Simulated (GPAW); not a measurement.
# Screening of a field by Ca/Y(0001), part 2 of 2

Aim: the dipole that a field along the normal induces in Ca/Y(0001).

GPAW 26.7.0; GPAW, PAW setups; slab in vacuum.

So far. Step 5 (In a field): The dipole is now -0.0981 e Å, against 0.012 in the run without a field. Step 8 (Field on): The dipole is now 0.122 e Å, against 0.012 in the run without a field.

### Step 9. In a field

File run.py:

```python
import json
import numpy as np
from ase import Atoms
from gpaw import GPAW, PW
from gpaw.external import ConstantElectricField

slab = Atoms(
    ['Y', 'Y', 'Y', 'Y', 'Ca'],
    positions=[
        [3.65000, 2.10733, 8.00000],
        [0.00000, 0.00000, 10.86707],
        [3.65000, 2.10733, 13.79930],
        [-0.00000, -0.00000, 16.64370],
        [3.65000, 2.10733, 19.70550]],
    cell=[[3.65, 0.0, 0.0], [1.825, 3.16099, 0.0], [0.0, 0.0, 27.81492]],
    pbc=[True, True, False])

slab.calc = GPAW(mode=PW(400), xc='PBE', kpts={'size': (10, 10, 1), 'gamma': True},
                 occupations={'name': 'fermi-dirac', 'width': 0.1}, nbands='140%',
                 convergence={'density': 1e-05}, maxiter=200,
                 poissonsolver={'dipolelayer': 'xy'},
                 external=ConstantElectricField(0.2, [0, 0, 1]),
                 symmetry={'tolerance': 1e-3}, txt='slab.txt')
result = {}
energy = slab.get_potential_energy()
fermi = slab.calc.get_fermi_level()
v = slab.calc.get_electrostatic_potential().mean((0, 1)) - fermi
n = slab.calc.get_pseudo_density().mean((0, 1))
L = slab.cell[2, 2]
z = np.arange(len(v)) * L / len(v)
low, high = slab.positions[:, 2].min(), slab.positions[:, 2].max()
below, above = np.interp([low - 5.8, high + 5.8], z, v)
slopes = [np.interp(x, z, np.gradient(v, z)) for x in (low - 5.8, high + 5.8)]
eps = np.array([[slab.calc.get_eigenvalues(k, s) for k in range(len(slab.calc.get_ibz_k_points()))]
                for s in range(slab.calc.get_number_of_spins())]) - fermi
top, bottom = eps[eps < 0].max(), eps[eps > 0].min()
dipole = slab.get_dipole_moment()[2]
print(f'energy {energy:.4f} eV, Fermi level {fermi:.4f} eV, dipole {dipole:.5f} e A')
print(f'potential 5.8 A off the faces, from the Fermi level: lower {below:.4f} eV, upper {above:.4f} eV')
print(f'slope of the potential there: lower {slopes[0]:.5f}, upper {slopes[1]:.5f} eV/A')
print(f'nearest levels on the mesh: {top:.4f} and {bottom:.4f} eV')
print('magnetic moment', round(slab.get_magnetic_moment(), 3))
result.update(energy=energy, fermi=fermi, dipole=dipole, below=below, above=above, slopes=slopes, edges=[top, bottom],
              z=z.tolist(), v=v.tolist(), n=n.tolist(), positions=slab.positions.tolist(),
              forces=slab.get_forces(apply_constraint=False).tolist(), moments=slab.get_magnetic_moments().tolist())
json.dump(result, open('result.json', 'w'))
```

Run with:

```bash
> OMP_NUM_THREADS=1 OPENBLAS_NUM_THREADS=1 python run.py
```

The program printed:

```text
energy -19.4910 eV, Fermi level 1.6799 eV, dipole 0.23252 e A
potential 5.8 A off the faces, from the Fermi level: lower 5.1135 eV, upper 1.4671 eV
slope of the potential there: lower -0.00138, upper 0.00046 eV/A
nearest levels on the mesh: -0.0146 and 0.0056 eV
magnetic moment 0.0
```

Elapsed: 7.5 min, on 1 thread of Arm Neoverse V2, shared host; peak memory 0.51 GiB.

The dipole is now 0.233 e Å, against 0.012 in the run without a field.

### Step 10. Field on

run.py, as its differences from that of step 9:

```diff
@@ -21,3 +21,3 @@
                  poissonsolver={'dipolelayer': 'xy'},
-                 external=ConstantElectricField(0.2, [0, 0, 1]),
+                 external=ConstantElectricField(0.3, [0, 0, 1]),
                  symmetry={'tolerance': 1e-3}, txt='slab.txt')
```

The program printed:

```text
energy -19.5196 eV, Fermi level 1.6716 eV, dipole 0.34305 e A
potential 5.8 A off the faces, from the Fermi level: lower 6.0026 eV, upper 0.6232 eV
slope of the potential there: lower -0.00205, upper 0.00020 eV/A
nearest levels on the mesh: -0.0146 and 0.0058 eV
magnetic moment 0.0
```

Elapsed: 7.2 min, on 1 thread; peak memory 0.5 GiB.

The electrostatic potential energy of an electron (without an applied field's), less the Fermi level, planar mean oscillates, so the rows of the table below give means over windows of 2.99 Å about each position, cut where the curve ends. Its maxima inside the range that stand out by 2 % of the span (Å: eV): 1.3: 6.01, 9.4: 2.28, 12.4: 1.43, 15.2: 0.358, 18.2: 0.00782. Its minima: 8.0: -15.9, 10.9: -16.3, 13.8: -17.3, 16.7: -18.2, 19.7: -15.8.

The electrostatic potential energy of an electron (without an applied field's), less the Fermi level, planar mean by z; means over each step:

```
z (Å)  electrostatic potential energy of an electron (without an applied field's), less the Fermi level, planar mean (eV)
 1.50                                                                                                                5.84
 4.49                                                                                                                5.81
 7.48                                                                                                               -4.11
10.46                                                                                                               -5.02
13.46                                                                                                               -5.93
16.45                                                                                                               -6.91
19.44                                                                                                               -6.33
22.43                                                                                                               0.122
25.42                                                                                                               0.622
```

The dipole is now 0.343 e Å, against 0.012 in the run without a field.

### Step 11. The series

The members are put on one axis.

This step: induced dipole against applied field (GPAW 26.7.0).

Table of dipole along the normal by field:

```csv
field (V/Å),dipole along the normal (e·Å)
-0.200,-0.208
-0.100,-0.0981
-0.050,-0.0430
0.000,0.0121
0.050,0.0672
0.100,0.122
0.200,0.233
0.300,0.343
```

### Step 12. Outcome

```json
{
 "work function, upper and lower face": "3.177 and 3.366 eV",
 "dipole along the normal": "0.0121 e Å",
 "induced dipole per field": "1.10 e Å per V/Å",
 "out-of-plane polarisability per area, α/(ε0 A)": "17.3 Å"
}
```

The field induces 1.10 e Å per V/Å, a polarisable thickness α/(ε0 A) of 17.3 Å beside 11.7 Å between the outermost nuclei. A perfect conductor would give the distance between its two image planes; a dielectric of thickness t gives t(1 - 1/ε). The two faces differ by 0.19 eV, the step that the slab's dipole makes (e p/(ε0 A) gives 0.19 eV), so the dipole layer is needed. The induced dipole is linear in the field over this range. The cell of 11.5 Å² holds one Ca, started on one chosen site; other sites and coverages weren't tried. The in-plane lattice was kept as typed, which isn't the functional's own and leaves some strain; spin-orbit coupling and temperature are left out.

[Logs are printed without paths, hosts, clocks, repeated set-up lines and the standing remarks that a program may print on its own settings, such as how far it seeks lower states.]

[Hosts, paths, dates, database ids (printed as entryN), source tags and the programs' standing remarks are cut or masked in the printed files.]
